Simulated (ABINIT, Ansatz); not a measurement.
# A GW chain in ABINIT: BaTiO3 (P4mm), part 2 of 2

How does a plane-wave GW calculation on BaTiO3 (P4mm) run from the first input to the gap?

ABINIT 10.8.3; LDA and many-body steps on it, plane waves. Known limits of the many-body steps: not at the basis limit; no spin-orbit coupling; coarse k mesh.

So far. Step 2 (Ground state): The gap is indirect, with the least direct gap 0.28 eV higher. Step 3 (Empty states on the mesh, 4×4×4 mesh, 83 bands): On this mesh the gap is 1.742 eV.

The database entry behind the starting cell differs from later determinations by our own check (c/a about 0.6 % short), so it need not match the best structure at ambient conditions.

**4. Screening, 4×4×4 mesh, 77 bands, screening to 119.7 eV**

The RPA dielectric matrix is built and inverted for each q.

This step: RPA screening on LDA, plane waves, norm-conserving pseudopotentials.

Contents of run.abi:

```
acell 3*1.0 Angstrom
rprim 
  3.999800000000 0.000000000000 0.000000000000
  0.000000000000 3.999800000000 0.000000000000
  0.000000000000 0.000000000000 4.018000000000
ntypat 3
znucl 56 22 8
natom 5
typat 1 2 3 3 3
xred 
  0.000000000000 0.000000000000 0.000000000000
  0.500000000000 0.500000000000 0.490000000000
  0.500000000000 0.500000000000 0.019000000000
  0.500000000000 0.000000000000 0.517000000000
  0.000000000000 0.500000000000 0.517000000000
pp_dirpath "pseudos"
pseudos "Ba.upf, Ti.upf, O.upf"
ecut 38
ngkpt 4 4 4
nshiftk 1
shiftk 0 0 0
kptopt 1
chksymbreak 0
istwfk *1
occopt 1
irdwfk 1
optdriver 3
nband 77
ecuteps 4.4
inclvkb 2
awtr 1
symchi 1
indata_prefix "in"
outdata_prefix "out"
tmpdata_prefix "tmp"
```

Launch:

```
OMP_NUM_THREADS=1 mpirun -n 8 abinit run.abi > log
```

Numbers of over 12 decimals in the logs are rounded to 6 here.

Log:

```text
.Version 10.8.3 of ABINIT. v10.8.2 released Aug 2026.

 Symmetries : space group P4 m m (# 99); Bravais tP (primitive tetrag.)
[... echo of the input left out ...]
== DATASET  1 ==================================================================
-   mpi_nproc: 8, omp_nthreads: 1 (-1 if OMP is not activated)

--- !DatasetInfo
iteration_state: {dtset: 1, }
dimensions: {natom: 5, nkpt: 18, mband: 77, nsppol: 1, nspinor: 1, nspden: 1, mpw: 4929, }
cutoff_energies: {ecut:  38.0, pawecutdg:  -1.0, }
electrons: {nelect:   4.00000000E+01, charge:   0.00000000E+00, occopt:   1.00000000E+00, tsmear:   1.00000000E-02, }

 SCREENING: Calculation of the susceptibility and dielectric matrices

 Based on a program developped by R.W. Godby, V. Olevano, G. Onida, and L. Reining.
 Incorporated in ABINIT by V. Olevano, G.-M. Rignanese, and M. Torrent.
.Using double precision arithmetic ; gwpc =  8

[... cell and pseudopotentials left out ...]
--------------------------------------------------------------------------------

 ==== K-mesh for the wavefunctions ====
 Number of points in the irreducible wedge :    18
[... list of points left out ...]
 Together with  8 symmetry operations and time-reversal symmetry
 yields    64 points in the full Brillouin Zone.

 ==== Q-mesh for the screening function ====
 Number of points in the irreducible wedge :    18
[... list of points left out ...]
 Together with  8 symmetry operations and time-reversal symmetry
 yields    64 points in the full Brillouin Zone.

 setmesh: FFT mesh size selected  =    27x   27x   30
          total number of points  =        21870

 vcoul_init : cutoff-mode = AUXILIARY_FUNCTION
 q-points for optical limit:   1
     1)      0.000010    0.000020    0.000030

- screening: taking advantage of time-reversal symmetry
- Maximum band index for partially occupied states nbvw = 20
- Remaining bands to be divided among processors   nbcw = 57
- Number of bands treated by each node ~7

 Number of electrons calculated from density =   40.0000; Expected =   40.0000
 average of density, n =  0.092210
 r_s =    1.3731
 omega_plasma =   29.2917 [eV]

 calculating chi0 at frequencies [eV] :
  1    0.000000E+00    0.000000E+00
  2    0.000000E+00    2.929166E+01

--------------------------------------------------------------------------------
  q-point number  1        q = ( 0.000000, 0.000000, 0.000000) [r.l.u.]
--------------------------------------------------------------------------------
[... chi0 elements left out ...]
 For q-point:  0.000010 0.000020 0.000030
  dielectric constant =   6.3618
  dielectric constant without local fields =   6.9137

  Average fulfillment of the sum rule on Im[epsilon] for q-point    1 :     50.59  [%]
[... wings left out ...]
  q-point number  2        q = ( 0.250000, 0.000000, 0.000000) [r.l.u.]
--------------------------------------------------------------------------------
[... chi0 elements left out ...]
  Average fulfillment of the sum rule on Im[epsilon] for q-point    2 :     67.03  [%]

 [... 16 further q-points ...]
```

Run time: 44 s. Hardware: 8 MPI ranks of Arm Neoverse V2, shared host; peak memory 2.4 GiB.

This step gave:

```
ε∞ with local fields, on this mesh, along the program's q direction : 6.362
the same without local fields                                       : 6.914
plasma frequency                                                    : 29.29 eV
plane waves in the screening matrix                                 : 179
```

Local fields lower ε∞ by 8 %. On a Γ-centred mesh this coarse the value itself is usually too large, while a short band sum pulls it down.

**5. Self-energy, 4×4×4 mesh, 77 bands, screening to 119.7 eV**

The self-energy is evaluated for the states that the input lists, and the levels follow from it, in one-shot runs by the linearised quasiparticle equation.

This step: G0W0 on LDA, plane waves, norm-conserving pseudopotentials.

run.abi, as its differences from that of step 4:

```diff
@@ -26,8 +26,17 @@
 irdwfk 1
-optdriver 3
+optdriver 4
 nband 77
+gwcalctyp 0
+ecutsigx 38
+symsigma 1
+nkptgw 2
+kptgw 
+  0.5000000000 0.5000000000 0.5000000000
+  0.0000000000 0.0000000000 0.0000000000
+bdgw 
+  18 23
+  19 23
 ecuteps 4.4
-inclvkb 2
-awtr 1
-symchi 1
+irdscr 1
+ppmodel 1
 indata_prefix "in"
```

Log:

```text
.Version 10.8.3 of ABINIT. v10.8.2 released Aug 2026.

 Symmetries : space group P4 m m (# 99); Bravais tP (primitive tetrag.)
[... echo of the input left out ...]
== DATASET  1 ==================================================================
-   mpi_nproc: 8, omp_nthreads: 1 (-1 if OMP is not activated)

--- !DatasetInfo
iteration_state: {dtset: 1, }
dimensions: {natom: 5, nkpt: 18, mband: 77, nsppol: 1, nspinor: 1, nspden: 1, mpw: 4929, }
cutoff_energies: {ecut:  38.0, pawecutdg:  -1.0, }
electrons: {nelect:   4.00000000E+01, charge:   0.00000000E+00, occopt:   1.00000000E+00, tsmear:   1.00000000E-02, }

 SIGMA: Calculation of the GW corrections

 Based on a program developped by R.W. Godby, V. Olevano, G. Onida, and L. Reining.
 Incorporated in ABINIT by V. Olevano, G.-M. Rignanese, and M. Torrent.
.Using double precision arithmetic ; gwpc =  8

[... cell and pseudopotentials left out ...]
--------------------------------------------------------------------------------

 ==== K-mesh for the wavefunctions ====
 Number of points in the irreducible wedge :    18
[... list of points left out ...]
 Together with  8 symmetry operations and time-reversal symmetry
 yields    64 points in the full Brillouin Zone.

 ==== Q-mesh for screening function ====
 Number of points in the irreducible wedge :    18
[... list of points left out ...]
 Together with  8 symmetry operations and time-reversal symmetry
 yields    64 points in the full Brillouin Zone.

 vcoul_init : cutoff-mode = AUXILIARY_FUNCTION
 q-points for optical limit:   1
     1)      0.000010    0.000020    0.000030
 setmesh: FFT mesh size selected  =    45x   45x   45
          total number of points  =        91125

 Number of electrons calculated from density =   40.0000; Expected =   40.0000
 average of density, n =  0.092210
 r_s =    1.3731
 omega_plasma =   29.2917 [eV]

 === KS Band Gaps ===
  >>>> For spin  1
   Minimum direct gap =   2.0230 [eV], located at k-point      :   0.0000  0.0000  0.0000
   Fundamental gap    =   1.7422 [eV], Top of valence bands at :   0.5000  0.5000  0.5000
                                       Bottom of conduction at :   0.0000  0.0000  0.0000
 SIGMA fundamental parameters:
 PLASMON POLE MODEL  1
 number of plane-waves for SigmaX                 4929
 number of plane-waves for SigmaC and W            179
 number of plane-waves for wavefunctions          4929
 number of bands                                    77
 number of independent spin polarizations            1
 number of spinorial components                      1
 number of k-points in IBZ                          18
 number of q-points in IBZ                          18
 number of symmetry operations                       8
 number of k-points in BZ                           64
 number of q-points in BZ                           64
 number of frequencies for dSigma/dE                 9
 frequency step for dSigma/dE [eV]                0.25
 number of omega for Sigma on real axis              0
 max omega for Sigma on real axis  [eV]           0.00
 zcut for avoiding poles [eV]                     0.10

 EPSILON^-1 parameters (SCR file):
 dimension of the eps^-1 matrix on file            179
 dimension of the eps^-1 matrix used               179
 number of plane-waves for wavefunctions          4929
 number of bands                                    77
 number of q-points in IBZ                          18
 number of frequencies                               2
 number of real frequencies                          1
 number of imag frequencies                          1

 matrix elements of self-energy operator (all in [eV])

 Perturbative Calculation

--- !SelfEnergy_ee
iteration_state: {dtset: 1, }
kpoint     : [   0.500,    0.500,    0.500, ]
spin       : 1
KS_gap     :    4.199
QP_gap     :    6.066
Delta_QP_KS:    1.867
data: !SigmaeeData |
     Band     E0 <VxcDFT>   SigX SigC(E0)      Z dSigC/dE  Sig(E)    E-E0       E
       18   6.194 -19.723 -24.888   5.250   0.762  -0.311 -19.658   0.065   6.259
       19   6.194 -19.723 -24.888   5.250   0.762  -0.311 -19.658   0.065   6.259
       20   6.277 -19.742 -24.920   5.282   0.762  -0.312 -19.663   0.079   6.356
       21  10.477 -21.652 -13.147  -5.880   0.741  -0.349 -19.706   1.946  12.422
       22  10.477 -21.651 -13.147  -5.880   0.741  -0.349 -19.706   1.946  12.422
       23  10.477 -21.651 -13.147  -5.880   0.741  -0.349 -19.706   1.946  12.422

--- !SelfEnergy_ee
iteration_state: {dtset: 1, }
kpoint     : [   0.000,    0.000,    0.000, ]
spin       : 1
KS_gap     :    2.023
QP_gap     :    3.728
Delta_QP_KS:    1.705
data: !SigmaeeData |
     Band     E0 <VxcDFT>   SigX SigC(E0)      Z dSigC/dE  Sig(E)    E-E0       E
       19   5.996 -19.835 -24.485   4.764   0.769  -0.301 -19.748   0.087   6.084
       20   5.996 -19.835 -24.485   4.764   0.769  -0.301 -19.748   0.087   6.084
       21   8.019 -18.773 -11.360  -5.115   0.780  -0.282 -16.981   1.792   9.812
       22   8.239 -18.944 -11.874  -4.794   0.779  -0.284 -17.172   1.772  10.011
       23   8.239 -18.944 -11.874  -4.794   0.779  -0.284 -17.172   1.772  10.011

== END DATASET(S) ==============================================================
================================================================================

 -outvars: echo values of variables after computation  --------
           etotal      0.0000000000E+00
            nband          77
             nkpt          18
          spgroup          99
 [... the other variables as echoed above ...]

 Calculation completed.
```

It took 6.4 s on 8 MPI ranks; peak memory 1.8 GiB; 50 s of CPU time.

This step gave:

* G0W0 gap on the points computed: 3.456 eV
* starting gap on the mesh: 1.742 eV
* k of the valence top: 0.5, 0.5, 0.5
* k of the conduction bottom: 0, 0, 0
* Z at the valence top: 0.762
* Z at the conduction bottom: 0.78
* least direct G0W0 gap on the computed points: 3.728 eV

The gap on the mesh goes from 1.74 eV to 3.46 eV, a correction of +1.71 eV.

Limits: finite bands, cutoff and mesh; no spin-orbit coupling; coarse k mesh. v1 is the top filled band, c1 the lowest empty one. Levels before and after the correction, in eV, zero at the valence-band top of each column:

```csv
,conduction bottom,valence top
Kohn-Sham,1.74,0.00
G0W0,3.46,0.00
```

|  | level | energy (eV) |
| --- | --- | --- |
| Kohn-Sham | (0.5 0.5 0.5) v3-v2 | -0.083 |
| Kohn-Sham | (0.5 0.5 0.5) v1 | 0.000 |
| Kohn-Sham | (0.5 0.5 0.5) c1-c3 | 4.199 |
| Kohn-Sham | Γ v2-v1 | -0.281 |
| Kohn-Sham | Γ c1 | 1.742 |
| Kohn-Sham | Γ c2-c3 | 1.962 |
| G0W0 | (0.5 0.5 0.5) v3-v2 | -0.097 |
| G0W0 | (0.5 0.5 0.5) v1 | 0.000 |
| G0W0 | (0.5 0.5 0.5) c1-c3 | 6.066 |
| G0W0 | Γ v2-v1 | -0.272 |
| G0W0 | Γ c1 | 3.456 |
| G0W0 | Γ c2-c3 | 3.655 |

**6. Where the time went**

Times are wall times on 8 MPI ranks of Arm Neoverse V2, shared host, good to a factor of about two.

```
                    step   time  share  memory (GiB)
            ground state   37 s   31 %          0.68
empty states on the mesh   34 s   28 %          0.64
               screening   44 s   36 %           2.4
             self-energy  6.4 s    5 %           1.8
```

**7. Results**

| Property | Result |
| --- | --- |
| LDA gap | 1.74 eV, indirect |
| G0W0 gap on the mesh | 3.46 eV |
| GW settings | 4×4×4 mesh, 77 bands, screening to 119.7 eV, Godby-Needs plasmon pole |
| known limits | not at the basis limit; no spin-orbit coupling; coarse k mesh |

What this shows: G0W0 moves the gap on the mesh from 1.74 eV to 3.46 eV (+1.71 eV), with Z of 0.76 and 0.78 at the edges. Local fields lower the RPA ε∞ on this mesh from 6.91 to 6.36; a Γ-centred mesh this coarse tends to raise both, most where the direct gap is narrow, while a short band sum lowers them. Only 2 of the mesh's irreducible points were corrected, so a valley elsewhere could overtake. Bands and cutoff are finite, so the gap is not at the basis limit. The miss can reach some tenths of an eV and take either sign; the mesh is an error of its own. In the G0W0 run levels were corrected at 2 k points alone, so a gap called «on the mesh» is the least over those, and an edge elsewhere would be missed. The 4×4×4 mesh is coarse for this cell, which bears on the long-range parts of exchange and screening. The many-body steps are scalar-relativistic: spin-orbit coupling is not in them.

[Paths, hosts, dates, memory and timing lines, banners, echoed tables and standing remarks are left out of the program output.]

[Logs are printed without paths, hosts, clocks, repeated set-up lines and the standing remarks that a program may print on its own settings, such as how far it seeks lower states.]

[Runs of the session that timed out or met a known fault of the program may be left out.]

[Hosts, paths, dates, database ids (printed as entryN), source tags and the programs' standing remarks are cut or masked in the printed files.]

[G0W0 gaps are taken among the corrected bands and points alone; a level outside them can change the order at an edge.]

[Where Ansatz stands beside ABINIT at settings called matched, ABINIT's density can come from a denser mesh and the files from another edition; pairs whose starting gaps differed by over 0.03 eV were left out, so agreement reads better than it is.]
